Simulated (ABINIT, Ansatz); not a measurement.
Planning a run of ABINIT 10.8.3 on Sr2AlSbO6 (Fm-3m). The input:

```
acell 3*1.0 Angstrom
rprim 
  0.000000000000 3.928638000000 3.928638000000
  3.928638000000 0.000000000000 3.928638000000
  3.928638000000 3.928638000000 0.000000000000
ntypat 4
znucl 38 13 51 8
natom 10
typat 1 1 2 3 4 4 4 4 4 4
xred 
  0.250000000000 0.250000000000 0.250000000000
  0.750000000000 0.750000000000 0.750000000000
  0.000000000000 0.000000000000 0.000000000000
  0.500000000000 0.500000000000 0.500000000000
  0.753917000000 0.246083000000 0.246083000000
  0.246083000000 0.753917000000 0.753917000000
  0.246083000000 0.753917000000 0.246083000000
  0.753917000000 0.246083000000 0.753917000000
  0.246083000000 0.246083000000 0.753917000000
  0.753917000000 0.753917000000 0.246083000000
pp_dirpath "pseudos"
pseudos "Sr.upf, Al.upf, Sb.upf, O.upf"
ecut 42
ngkpt 2 2 2
nshiftk 1
shiftk 0 0 0
kptopt 1
chksymbreak 0
istwfk *1
occopt 1
irdwfk 1
optdriver 4
nband 238
gwcalctyp 0
ecutsigx 42
symsigma 1
nkptgw 1
kptgw 
  0.0000000000 0.0000000000 0.0000000000
bdgw 
  39 44
ecuteps 6.5
irdscr 1
ppmodel 1
indata_prefix "in"
outdata_prefix "out"
tmpdata_prefix "tmp"
```

```sh
OMP_NUM_THREADS=1 mpirun -n 4 abinit run.abi > log
```

**Question.** Estimate wall time and host memory on 4 MPI ranks of Arm Neoverse N1, shared host.

It took 46 s; on shared hardware allow 23 s to 93 s. Peak host memory was 2.1 GiB.

[Paths, hosts, dates, memory and timing lines, banners, echoed tables and standing remarks are left out of the program output.]

[Logs are printed without paths, hosts, clocks, repeated set-up lines and the standing remarks that a program may print on its own settings, such as how far it seeks lower states.]

[Runs of the session that timed out or met a known fault of the program may be left out.]

[Hosts, paths, dates, database ids (printed as entryN), source tags and the programs' standing remarks are cut or masked in the printed files.]

[G0W0 gaps are taken among the corrected bands and points alone; a level outside them can change the order at an edge.]

[Where Ansatz stands beside ABINIT at settings called matched, ABINIT's density can come from a denser mesh and the files from another edition; pairs whose starting gaps differed by over 0.03 eV were left out, so agreement reads better than it is.]
